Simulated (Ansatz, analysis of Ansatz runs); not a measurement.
# A hop of O in Mg2TiO4 (Imma), charge 0, part 3 of 5

How high is the barrier when O changes place in Mg2TiO4 (Imma)? The case: V_O hop (2.7 Å), charge 0, in a cell of 56 host atoms with 1 O taken out.

Ansatz 0.2.0; plane-wave PAW DFT, PBEsol; nudged elastic band between two relaxed defect structures.

So far: Set-up; Relaxation of the start point, charge 0; Relaxation of the end point, charge 0.

### 4. Nudged elastic band, charge 0

5 movable images are laid between the ends on a pair-potential path, which keeps atoms from colliding in the first guess. Each image feels the true force across the path and a spring force along it. The highest image is set to climb to the top of the path.

This step: plane-wave PAW DFT, PBEsol; nudged elastic band between two relaxed defect structures.

The input, q0.neb/input.yaml:

```yaml
crystal:
  lattice:
    - [5.93160526, 5.95895149, 0.0]
    - [-5.93160526, 5.95895149, 0.0]
    - [0.0, 0.0, 8.47824647]
  atoms:
    - { symbol: Mg, position: [0.37509688, 0.37395265, 0.13647784] }
    - { symbol: Mg, position: [0.37550521, 0.87275874, 0.63792013] }
    - { symbol: Mg, position: [0.87066467, 0.38311626, 0.63207578] }
    - { symbol: Mg, position: [0.87531049, 0.87420714, 0.13727997] }
    - { symbol: Mg, position: [0.25143019, -0.00016509, 0.24985363] }
    - { symbol: Mg, position: [0.25060992, 0.49999232, 0.75114361] }
    - { symbol: Mg, position: [0.75315282, 0.00298094, 0.75270232] }
    - { symbol: Mg, position: [0.75272208, 0.50248231, 0.24837245] }
    - { symbol: Mg, position: [0.00149353, 0.25109077, 0.25059039] }
    - { symbol: Mg, position: [0.00077472, 0.74955631, 0.74824893] }
    - { symbol: Mg, position: [0.50166692, 0.24960526, 0.75057619] }
    - { symbol: Mg, position: [0.50053714, 0.74773117, 0.24953164] }
    - { symbol: Mg, position: [0.12510054, 0.12473795, 0.86416604] }
    - { symbol: Mg, position: [0.12089319, 0.62686924, 0.36425037] }
    - { symbol: Mg, position: [0.62515174, 0.12803929, 0.36141469] }
    - { symbol: Mg, position: [0.62513295, 0.62377193, 0.86218701] }
    - { symbol: Ti, position: [0.23888191, 0.23749781, 0.50387988] }
    - { symbol: Ti, position: [0.24499044, 0.74644013, 0.00157978] }
    - { symbol: Ti, position: [0.7461678, 0.24794297, 0.00082994] }
    - { symbol: Ti, position: [0.73523106, 0.75847671, 0.50300337] }
    - { symbol: Ti, position: [-0.0060911, -0.00854328, 0.4985838] }
    - { symbol: Ti, position: [-0.00259101, 0.49467717, -0.00186112] }
    - { symbol: Ti, position: [0.49813573, -0.00581324, -0.000583] }
    - { symbol: Ti, position: [0.48194737, 0.48621475, 0.49698358] }
    - { symbol: O, position: [0.01410857, 0.24214686, 0.49910942] }
    - { symbol: O, position: [0.01387595, 0.7382274, 0.99814794] }
    - { symbol: O, position: [0.51400619, 0.23744867, 0.99844447] }
    - { symbol: O, position: [0.5144577, 0.73461516, 0.49868097] }
    - { symbol: O, position: [0.24032506, 0.01072722, 0.49864678] }
    - { symbol: O, position: [0.23907425, 0.51269111, 0.99830258] }
    - { symbol: O, position: [0.73892521, 0.01334918, 0.9988065] }
    - { symbol: O, position: [0.00857115, 0.00828411, 0.27307047] }
    - { symbol: O, position: [0.00825597, 0.50751605, 0.77375906] }
    - { symbol: O, position: [0.50955267, 0.00692865, 0.77325357] }
    - { symbol: O, position: [0.51190649, 0.50438051, 0.27467028] }
    - { symbol: O, position: [0.2449604, 0.24301583, 0.27628451] }
    - { symbol: O, position: [0.24412452, 0.74238458, 0.77535277] }
    - { symbol: O, position: [0.74481977, 0.24525744, 0.77417686] }
    - { symbol: O, position: [0.74315664, 0.74188962, 0.27628668] }
    - { symbol: O, position: [0.25938917, 0.25711755, 0.7276164] }
    - { symbol: O, position: [0.25874761, 0.75647361, 0.22742573] }
    - { symbol: O, position: [0.75933444, 0.25943908, 0.22667106] }
    - { symbol: O, position: [0.7571384, 0.75795751, 0.72631043] }
    - { symbol: O, position: [0.25812356, 0.49404403, 0.50432558] }
    - { symbol: O, position: [0.264465, 0.98745677, 0.0021959] }
    - { symbol: O, position: [0.7635484, 0.48808958, 0.00153576] }
    - { symbol: O, position: [0.76396706, 0.9937993, 0.50202968] }
    - { symbol: O, position: [0.49548134, 0.49135348, 0.72389358] }
    - { symbol: O, position: [0.4946236, 0.99193033, 0.22644236] }
    - { symbol: O, position: [0.99412749, 0.4934768, 0.2248811] }
    - { symbol: O, position: [0.99386508, 0.9931472, 0.72633579] }
    - { symbol: O, position: [0.49002918, 0.26314922, 0.50231873] }
    - { symbol: O, position: [0.4893441, 0.76227522, 0.00217022] }
    - { symbol: O, position: [0.98885501, 0.2631636, 0.00238648] }
    - { symbol: O, position: [0.99049854, 0.76413735, 0.50320972] }
basis:
  ecutwfc: 420
  xc_grid: 2
hamiltonian:
  xc: pbesol
kpoints:
  mp_grid: { grid: [1, 1, 1], shift: [0.25, 0.25, 0.25] }
scf:
  occupations: { method: fixed }
  max_iter: 150
output:
  forces: true
neb:
  images: 5
  f_tol: 0.04
  climbing: true
  initial_path: idpp
  max_iterations: 45
  order_check: false
  final_atoms:
    - { symbol: Mg, position: [0.38485297, 0.38362018, 0.14369127] }
    - { symbol: Mg, position: [0.37469141, 0.87368477, 0.63557175] }
    - { symbol: Mg, position: [0.87494536, 0.37340678, 0.63554193] }
[... 4 atom lines left out ...]
    - { symbol: Mg, position: [0.75163512, 0.49738311, 0.24775928] }
[... 3 atom lines left out ...]
    - { symbol: Mg, position: [0.49856991, 0.75031104, 0.24787413] }
[... 7 atom lines left out ...]
    - { symbol: Ti, position: [0.7578243, 0.75689725, 0.49580673] }
[... 3 atom lines left out ...]
    - { symbol: Ti, position: [0.50912193, 0.50762037, 0.51711359] }
[... 3 atom lines left out ...]
    - { symbol: O, position: [0.50954984, 0.73153435, 0.4938891] }
[... 6 atom lines left out ...]
    - { symbol: O, position: [0.73279567, 0.50822112, 0.49383944] }
[... 3 atom lines left out ...]
    - { symbol: O, position: [0.74044944, 0.73920904, 0.27158761] }
[... 2 atom lines left out ...]
    - { symbol: O, position: [0.75749214, 0.25630044, 0.22551661] }
[... 5 atom lines left out ...]
    - { symbol: O, position: [0.49057807, 0.48947469, 0.73588811] }
[... 3 atom lines left out ...]
    - { symbol: O, position: [0.48818382, 0.26363301, 0.50325481] }
[... 2 atom lines left out ...]
    - { symbol: O, position: [0.98647356, 0.75963361, 0.50071465] }
```

Launch:

```console
$ ansatz run input.yaml --threads 4 --pin off --max-ram 14131MiB --backend cpu --events-out ev --progress --plain --runs-dir out
```

Numbers of over 12 decimals in the logs are rounded to 6 here.

Log:

```text
[...]
Warning: neb: disabling space-group detection — the band's intermediate images generally break the endpoint symmetry, so the full k-mesh is solved, and no spatial operation symmetrises the density, except that a semilocal band can use its path's symmetry [...]
[...]
parallel-image band execution: 4 concurrent image workers
NEB image 0
Crystal: 55 atoms, lattice volume = 599.347 Å³
Basis set: ecut = 420 eV, 11701 PW (Γ), exchange–correlation on 120×120×120 points (8 copies of the dense FFT grid, shifted against one another)
Bands: 276, of which v1, the nominal top of the filled ones, is band 221 counted from 1 (220 counted from 0)
Symmetry: 1 space group operations
k-points: 1
[...]
SCF iter   1: F=—  HF=-67849.300842 eV  |F-HF|=—  |Δ(HF+E_count)|=         —  Δρ=1.54e-2  dr2=1.50e0  ethr=1.77e-3  ⟨swp⟩=5.0  Hψ=766  notcnv=0  defer=51
[...]
SCF iter  12: F=-67848.888620 eV  HF=-67848.888620 eV  |F-HF|=4.23e-8  |Δ(HF+E_count)|=   3.44e-8  Δρ=3.00e-6  dr2=7.34e-8  ethr=2.26e-11  ⟨swp⟩=4.0  Hψ=867  notcnv=0
SCF 1 converged in 12 iterations: F = -67848.888620 eV  dr2 = 7.34e-8
[...]
NSCF: frozen V_eff on 1 k-points
NEB image 6
SCF iter   1: F=—  HF=-67849.398060 eV  |F-HF|=—  |Δ(HF+E_count)|=         —  Δρ=1.61e-2  dr2=2.00e0  ethr=1.77e-3  ⟨swp⟩=4.0  Hψ=762  notcnv=0  defer=51
[...]
SCF iter  12: F=-67848.824600 eV  HF=-67848.824600 eV  |F-HF|=4.76e-8  |Δ(HF+E_count)|=   3.93e-8  Δρ=3.43e-6  dr2=8.60e-8  ethr=2.26e-11  ⟨swp⟩=4.0  Hψ=871  notcnv=0
SCF 2 converged in 12 iterations: F = -67848.824600 eV  dr2 = 8.60e-8
[...]
NEB end point (image 0): max|allowed force component| = 1.840e-2 eV/Å (the criterion of neb.relax_end_points is 1.000e-2)
NEB end point (image 6): max|allowed force component| = 9.544e-3 eV/Å (the criterion of neb.relax_end_points is 1.000e-2)
NEB image 1
SCF iter   1: F=—  HF=-67848.589388 eV  |F-HF|=—  |Δ(HF+E_count)|=         —  Δρ=1.60e-2  dr2=1.88e0  ethr=1.77e-3  ⟨swp⟩=4.0  Hψ=761  notcnv=0  defer=51
[...]
SCF iter  13: F=-67848.087259 eV  HF=-67848.087259 eV  |F-HF|=1.32e-8  |Δ(HF+E_count)|=   4.60e-8  Δρ=2.36e-6  dr2=3.83e-8  ethr=2.26e-11  ⟨swp⟩=4.0  Hψ=858  notcnv=0
SCF 3 converged in 13 iterations: F = -67848.087259 eV  dr2 = 3.83e-8
NEB image 2
SCF iter   1: F=—  HF=-67847.141248 eV  |F-HF|=—  |Δ(HF+E_count)|=         —  Δρ=1.71e-2  dr2=2.51e0  ethr=1.77e-3  ⟨swp⟩=5.0  Hψ=767  notcnv=0  defer=51
[...]
SCF iter  16: F=-67846.566862 eV  HF=-67846.566862 eV  |F-HF|=6.78e-9  |Δ(HF+E_count)|=   1.24e-8  Δρ=1.07e-6  dr2=9.23e-9  ethr=2.26e-11  ⟨swp⟩=4.0  Hψ=862  notcnv=0
SCF 4 converged in 16 iterations: F = -67846.566862 eV  dr2 = 9.23e-9
NEB image 3
SCF iter   1: F=—  HF=-67846.321327 eV  |F-HF|=—  |Δ(HF+E_count)|=         —  Δρ=2.17e-2  dr2=4.52e0  ethr=1.77e-3  ⟨swp⟩=5.0  Hψ=764  notcnv=0  defer=52
[...]
SCF iter  18: F=-67845.793785 eV  HF=-67845.793785 eV  |F-HF|=7.33e-9  |Δ(HF+E_count)|=   6.87e-9  Δρ=1.71e-6  dr2=2.48e-8  ethr=2.26e-11  ⟨swp⟩=3.0  Hψ=721  notcnv=0
SCF 5 converged in 18 iterations: F = -67845.793785 eV  dr2 = 2.48e-8
NEB image 4
SCF iter   1: F=—  HF=-67847.233248 eV  |F-HF|=—  |Δ(HF+E_count)|=         —  Δρ=1.78e-2  dr2=3.25e0  ethr=1.77e-3  ⟨swp⟩=4.0  Hψ=763  notcnv=0  defer=49
[...]
SCF iter  17: F=-67846.603414 eV  HF=-67846.603414 eV  |F-HF|=5.50e-8  |Δ(HF+E_count)|=   3.57e-8  Δρ=2.56e-6  dr2=7.35e-8  ethr=2.26e-11  ⟨swp⟩=3.0  Hψ=828  notcnv=0
SCF 6 converged in 17 iterations: F = -67846.603414 eV  dr2 = 7.35e-8
NEB image 5
SCF iter   1: F=—  HF=-67848.774624 eV  |F-HF|=—  |Δ(HF+E_count)|=         —  Δρ=1.69e-2  dr2=2.68e0  ethr=1.77e-3  ⟨swp⟩=4.0  Hψ=762  notcnv=0  defer=50
[...]
SCF iter  15: F=-67848.079784 eV  HF=-67848.079784 eV  |F-HF|=1.75e-10  |Δ(HF+E_count)|=   1.06e-9  Δρ=8.95e-7  dr2=6.81e-9  ethr=2.26e-11  ⟨swp⟩=3.0  Hψ=650  notcnv=0
SCF 7 converged in 15 iterations: F = -67848.079784 eV  dr2 = 6.81e-9
NEB iter   1: max|band force component| = 1.215e0 eV/Å  barrier→ = 3.0948 eV  barrier← = 3.0308 eV  Δτ_max = 0.1053 Å  (103 SCF iters)
NEB image 1
[...]
SCF iter  11: F=-67848.285733 eV  HF=-67848.285733 eV  |F-HF|=5.58e-8  |Δ(HF+E_count)|=   6.24e-9  Δρ=3.27e-6  dr2=8.48e-8  ethr=2.26e-11  ⟨swp⟩=4.0  Hψ=863  notcnv=0
SCF 8 converged in 11 iterations: F = -67848.285733 eV  dr2 = 8.48e-8
NEB image 2
[...]
SCF iter  17: F=-67846.946948 eV  HF=-67846.946948 eV  |F-HF|=2.48e-8  |Δ(HF+E_count)|=   6.18e-9  Δρ=1.86e-6  dr2=3.28e-8  ethr=2.26e-11  ⟨swp⟩=3.0  Hψ=699  notcnv=0
SCF 9 converged in 17 iterations: F = -67846.946948 eV  dr2 = 3.28e-8
NEB image 3
[...]
SCF iter  19: F=-67846.350216 eV  HF=-67846.350216 eV  |F-HF|=7.07e-9  |Δ(HF+E_count)|=  7.57e-10  Δρ=1.23e-6  dr2=1.31e-8  ethr=2.26e-11  ⟨swp⟩=3.0  Hψ=650  notcnv=0
SCF 10 converged in 19 iterations: F = -67846.350216 eV  dr2 = 1.31e-8
NEB image 4
[...]
SCF iter  18: F=-67847.005099 eV  HF=-67847.005099 eV  |F-HF|=7.26e-8  |Δ(HF+E_count)|=   9.21e-9  Δρ=2.86e-6  dr2=9.64e-8  ethr=2.26e-11  ⟨swp⟩=4.0  Hψ=870  notcnv=0
SCF 11 converged in 18 iterations: F = -67847.005099 eV  dr2 = 9.64e-8
NEB image 5
[...]
SCF iter  15: F=-67848.273996 eV  HF=-67848.273996 eV  |F-HF|=5.02e-9  |Δ(HF+E_count)|=   9.94e-9  Δρ=1.15e-6  dr2=9.84e-9  ethr=2.26e-11  ⟨swp⟩=3.0  Hψ=738  notcnv=0
SCF 12 converged in 15 iterations: F = -67848.273996 eV  dr2 = 9.84e-9
NEB iter   2: max|band force component| = 7.320e-1 eV/Å  barrier→ = 2.5384 eV  barrier← = 2.4744 eV  Δτ_max = 0.2000 Å  (80 SCF iters)
NEB image 1
[...]
SCF iter  12: F=-67848.324651 eV  HF=-67848.324651 eV  |F-HF|=4.93e-9  |Δ(HF+E_count)|=   3.53e-8  Δρ=2.41e-6  dr2=2.78e-8  ethr=2.26e-11  ⟨swp⟩=3.0  Hψ=877  notcnv=0
SCF 13 converged in 12 iterations: F = -67848.324651 eV  dr2 = 2.78e-8
NEB image 2
[...]
SCF iter  22: F=-67847.145557 eV  HF=-67847.145557 eV  |F-HF|=3.61e-8  |Δ(HF+E_count)|=   1.20e-8  Δρ=1.83e-6  dr2=4.29e-8  ethr=2.26e-11  ⟨swp⟩=2.0  Hψ=711  notcnv=0
SCF 14 converged in 22 iterations: F = -67847.145557 eV  dr2 = 4.29e-8
NEB image 3
[...]
SCF iter  25: F=-67846.748764 eV  HF=-67846.748764 eV  |F-HF|=4.25e-8  |Δ(HF+E_count)|=  4.66e-10  Δρ=1.67e-6  dr2=4.48e-8  ethr=2.26e-11  ⟨swp⟩=2.0  Hψ=501  notcnv=0
SCF 15 converged in 25 iterations: F = -67846.748764 eV  dr2 = 4.48e-8
NEB image 4
[...]
NEB iter  22: max|band force component| = 5.111e-2 eV/Å  barrier→ = 1.9094 eV  barrier← = 1.8454 eV  CI = image 3  Δτ_max = 0.0066 Å  (61 SCF iters)
NEB image 1
[...]
SCF iter  10: F=-67848.680763 eV  HF=-67848.680763 eV  |F-HF|=5.15e-9  |Δ(HF+E_count)|=   1.99e-9  Δρ=9.80e-7  dr2=9.65e-9  ethr=2.26e-11  ⟨swp⟩=2.0  Hψ=665  notcnv=0
SCF 113 converged in 10 iterations: F = -67848.680763 eV  dr2 = 9.65e-9
NEB image 2
[...]
SCF iter  10: F=-67847.983441 eV  HF=-67847.983441 eV  |F-HF|=1.82e-9  |Δ(HF+E_count)|=   2.89e-8  Δρ=1.37e-6  dr2=1.72e-8  ethr=2.26e-11  ⟨swp⟩=3.0  Hψ=828  notcnv=0
SCF 114 converged in 10 iterations: F = -67847.983441 eV  dr2 = 1.72e-8
NEB image 3
[...]
SCF iter  11: F=-67846.979670 eV  HF=-67846.979670 eV  |F-HF|=3.65e-9  |Δ(HF+E_count)|=   7.83e-9  Δρ=1.06e-6  dr2=1.32e-8  ethr=2.26e-11  ⟨swp⟩=2.0  Hψ=677  notcnv=0
SCF 115 converged in 11 iterations: F = -67846.979670 eV  dr2 = 1.32e-8
NEB image 4
[...]
SCF iter  10: F=-67848.116804 eV  HF=-67848.116804 eV  |F-HF|=3.49e-10  |Δ(HF+E_count)|=   1.95e-9  Δρ=1.40e-6  dr2=1.49e-8  ethr=2.26e-11  ⟨swp⟩=3.0  Hψ=699  notcnv=0
SCF 116 converged in 10 iterations: F = -67848.116804 eV  dr2 = 1.49e-8
NEB image 5
[...]
SCF iter  14: F=-67848.027555 eV  HF=-67848.027555 eV  |F-HF|=3.93e-9  |Δ(HF+E_count)|=   7.41e-9  Δρ=1.22e-6  dr2=1.32e-8  ethr=2.26e-11  ⟨swp⟩=2.0  Hψ=710  notcnv=0
SCF 117 converged in 14 iterations: F = -67848.027555 eV  dr2 = 1.32e-8
NEB image 1
[...]
NEB image 2
[...]
NEB image 4
[...]
NEB image 5
[...]
NEB image 3
[...]
the band table was solved once a step of the walk had ended and its energy, with any forces and stress, was formed, with the checks that follow a solve (1094 applications of the Hamiltonian). They found nothing against the state; [...]
NEB iter  23: max|band force component| = 3.155e-2 eV/Å  barrier→ = 1.9089 eV  barrier← = 1.8449 eV  CI = image 3  Δτ_max = 0.0000 Å  (55 SCF iters)
SCF converged after 11 iterations
Free energy (F): -67846.979670 eV
[...]
Internal energy: -67846.979670 eV  (E = F + TS)
E sigma→0 (E₀):  -67846.979670 eV
Fermi energy:    10.117599 eV
[...]
--- Forces (eV/Å), atoms counted from 1 ---
  atom   1  Mg    -0.00300484     0.00126818     0.00030682
  atom   2  Mg     0.00237345     0.00011962    -0.00230350
  [... 5 atoms left out ...]
  atom   8  Mg     0.00475391    -0.00777367    -0.00255125
  [... 3 atoms left out ...]
  atom  12  Mg     0.00005544     0.00021722     0.00060870
  [... 7 atoms left out ...]
  atom  20  Ti     0.00433663    -0.01372119    -0.00170397
  [... 3 atoms left out ...]
  atom  24  Ti     0.01134005    -0.01386367    -0.00537621
  [... 3 atoms left out ...]
  atom  28  O     -0.00295537     0.00347867    -0.00005774
  [... 6 atoms left out ...]
  atom  35  O     -0.00453440     0.01874678     0.01147824
  [... 3 atoms left out ...]
  atom  39  O     -0.00150445     0.00396106    -0.00082207
  [... 2 atoms left out ...]
  atom  42  O     -0.00023086    -0.00036616     0.00167856
  [... 5 atoms left out ...]
  atom  48  O     -0.00136967    -0.00103179     0.00215432
  [... 3 atoms left out ...]
  atom  52  O     -0.00230386     0.00416704     0.00028071
  [... 3 atoms left out ...]
  max |Σ_I F_I| component: 2.38e-5 eV/Å
--- Band table (eV) ---
[...]
this run last wrote the band of iteration 23 to <dir>
--- NEB band (7 images, 23 band iterations, 1906 SCF iterations) ---
  forward barrier  = 1.908950 eV
  backward barrier = 1.844930 eV
  climbing image's point = of an order that was not read
  energies are F+E_penalty+E_count in eV, relative to image 0
  image     s (Å)  Δ vs image 0  max|band force component| (eV/Å)
      0    0.0000      0.000000                                 —
      1    0.9460      0.207857                          1.036e-2
      2    1.8921      0.905180                          1.035e-2
  *   3    2.8382      1.908950                          2.888e-2
      4    4.0301      0.771816                          1.168e-2
      5    5.2221      0.861065                          3.155e-2
      6    6.4123      0.064020                                 —
  climbing-image geometry (image 3):
  cell:  # Å, volume = 599.3467 Å³
    - [5.93160526, 5.95895149, 0.0]
    - [-5.93160526, 5.95895149, 0.0]
    - [0.0, 0.0, 8.47824647]
  atoms:
    - { symbol: Mg, position: [0.344858, 0.344580, 0.105595] }
    - { symbol: Mg, position: [0.375147, 0.877057, 0.635339] }
    - { symbol: Mg, position: [0.935132, 0.315593, 0.691120] }
    - { symbol: Mg, position: [0.874928, 0.878369, 0.132591] }
    - { symbol: Mg, position: [0.253256, -0.003965, 0.253466] }
    - { symbol: Mg, position: [0.243967, 0.503123, 0.753472] }
    - { symbol: Mg, position: [0.743899, 0.000482, 0.749377] }
    - { symbol: Mg, position: [0.774092, 0.506677, 0.229926] }
    - { symbol: Mg, position: [0.002128, 0.248847, 0.244302] }
    - { symbol: Mg, position: [-0.001293, 0.754933, 0.745279] }
    - { symbol: Mg, position: [0.493686, 0.245538, 0.753865] }
    - { symbol: Mg, position: [0.506199, 0.767182, 0.257797] }
    - { symbol: Mg, position: [0.127251, 0.106968, 0.871707] }
    - { symbol: Mg, position: [0.124080, 0.628280, 0.364173] }
    - { symbol: Mg, position: [0.620391, 0.154430, 0.368258] }
    - { symbol: Mg, position: [0.631968, 0.626611, 0.866620] }
    - { symbol: Ti, position: [0.244455, 0.238518, 0.501896] }
    - { symbol: Ti, position: [0.257654, 0.752358, 0.000844] }
    - { symbol: Ti, position: [0.748454, 0.246078, -0.002493] }
    - { symbol: Ti, position: [0.750930, 0.778727, 0.493004] }
    - { symbol: Ti, position: [-0.002020, 0.001119, 0.492415] }
    - { symbol: Ti, position: [0.005146, 0.510793, -0.004736] }
    - { symbol: Ti, position: [0.504165, -0.005437, 0.003773] }
    - { symbol: Ti, position: [0.476406, 0.508396, 0.526025] }
    - { symbol: O, position: [0.006548, 0.240258, 0.488577] }
    - { symbol: O, position: [0.012087, 0.742787, 0.996386] }
    - { symbol: O, position: [0.513266, 0.240287, 0.996068] }
    - { symbol: O, position: [0.507077, 0.737930, 0.498240] }
    - { symbol: O, position: [0.238129, 0.007842, 0.497313] }
    - { symbol: O, position: [0.241601, 0.512260, 0.993481] }
    - { symbol: O, position: [0.742256, 0.010252, 0.992683] }
    - { symbol: O, position: [0.010120, 0.005870, 0.268223] }
    - { symbol: O, position: [0.007062, 0.516584, 0.769910] }
    - { symbol: O, position: [0.502608, 0.005275, 0.777464] }
    - { symbol: O, position: [0.629076, 0.477909, 0.390486] }
    - { symbol: O, position: [0.242719, 0.240457, 0.273953] }
    - { symbol: O, position: [0.244177, 0.746816, 0.774590] }
    - { symbol: O, position: [0.735868, 0.241402, 0.769688] }
    - { symbol: O, position: [0.743822, 0.742237, 0.269452] }
    - { symbol: O, position: [0.235130, 0.260087, 0.731868] }
    - { symbol: O, position: [0.268827, 0.750321, 0.231099] }
    - { symbol: O, position: [0.764811, 0.255517, 0.217031] }
    - { symbol: O, position: [0.752931, 0.754629, 0.716176] }
    - { symbol: O, position: [0.256567, 0.491737, 0.501146] }
    - { symbol: O, position: [0.264799, 0.989110, 0.011665] }
    - { symbol: O, position: [0.767183, 0.489752, -0.001427] }
    - { symbol: O, position: [0.751354, 0.999865, 0.498575] }
    - { symbol: O, position: [0.490788, 0.491957, 0.740552] }
    - { symbol: O, position: [0.497779, 1.003172, 0.231340] }
    - { symbol: O, position: [1.004298, 0.491767, 0.222087] }
    - { symbol: O, position: [0.985970, 1.000474, 0.723434] }
    - { symbol: O, position: [0.470083, 0.256508, 0.518244] }
    - { symbol: O, position: [0.497768, 0.756681, 0.012034] }
    - { symbol: O, position: [0.990119, 0.264929, -0.013788] }
    - { symbol: O, position: [0.983673, 0.759941, 0.499213] }
```

It took 36 min on 4 threads of Arm Neoverse V1, shared host; peak memory 3.7 GiB.

Reading the cycles: dr2 is the Hartree energy of the density residual (eV), the measure of convergence; HF is the Harris–Foulkes estimate of the energy, which meets the free energy F at convergence.

Images along the path:

| image | path (Å) | energy (eV) | O35: x, y, z (Å) |
| --- | --- | --- | --- |
| 0 | 0.000 | 0.0000 | 0.045, 6.056, 2.329 |
| 1 | 0.946 | 0.2079 | 0.004, 6.054, 2.315 |
| 2 | 1.892 | 0.9052 | 0.436, 6.230, 2.715 |
| 3 | 2.838 | 1.9089 | 0.897, 6.596, 3.311 |
| 4 | 4.030 | 0.7718 | 1.225, 7.147, 3.930 |
| 5 | 5.222 | 0.8611 | 1.326, 7.522, 4.239 |
| 6 | 6.412 | 0.0640 | 1.332, 7.395, 4.187 |

Read from the output:

```
free energy      : -67846.9797 eV
barrier forward  : 1.909 eV
barrier backward : 1.845 eV
end less start   : 0.06402 eV
hop length       : 2.627 Å
```

Track of the atom that was set to move:

| image | x (Å) | y (Å) | z (Å) | nearest neighbour | distance (Å) |
| --- | --- | --- | --- | --- | --- |
| 0 | 0.045 | 6.056 | 2.329 | Ti | 1.908 |
| 1 | 0.004 | 6.054 | 2.315 | Ti | 1.921 |
| 2 | 0.436 | 6.23 | 2.715 | Ti | 1.813 |
| 3 | 0.897 | 6.596 | 3.311 | Ti | 1.741 |
| 4 | 1.225 | 7.147 | 3.93 | Ti | 1.849 |
| 5 | 1.326 | 7.522 | 4.239 | Ti | 1.93 |
| 6 | 1.332 | 7.395 | 4.187 | Ti | 1.891 |

The band met its tolerance of 0.04 eV/Å after 23 iterations, with image 3 on top (the start counts as 0). O35, which moves farthest between the ends, has 1 Ti at 1.91 Å and 3 Mg at 1.98 to 2.06 Å nearest at the start and 1 Ti at 1.74 Å and 1 Mg at 1.84 Å at the top. The path has 2 maxima, and only the highest was climbed.

(Continued in part 4 of 5.)

[Logs are printed without paths, hosts, clocks, repeated set-up lines and the standing remarks that a program may print on its own settings, such as how far it seeks lower states.]

[Hosts, paths, dates, database ids (printed as entryN), source tags and the programs' standing remarks are cut or masked in the printed files.]
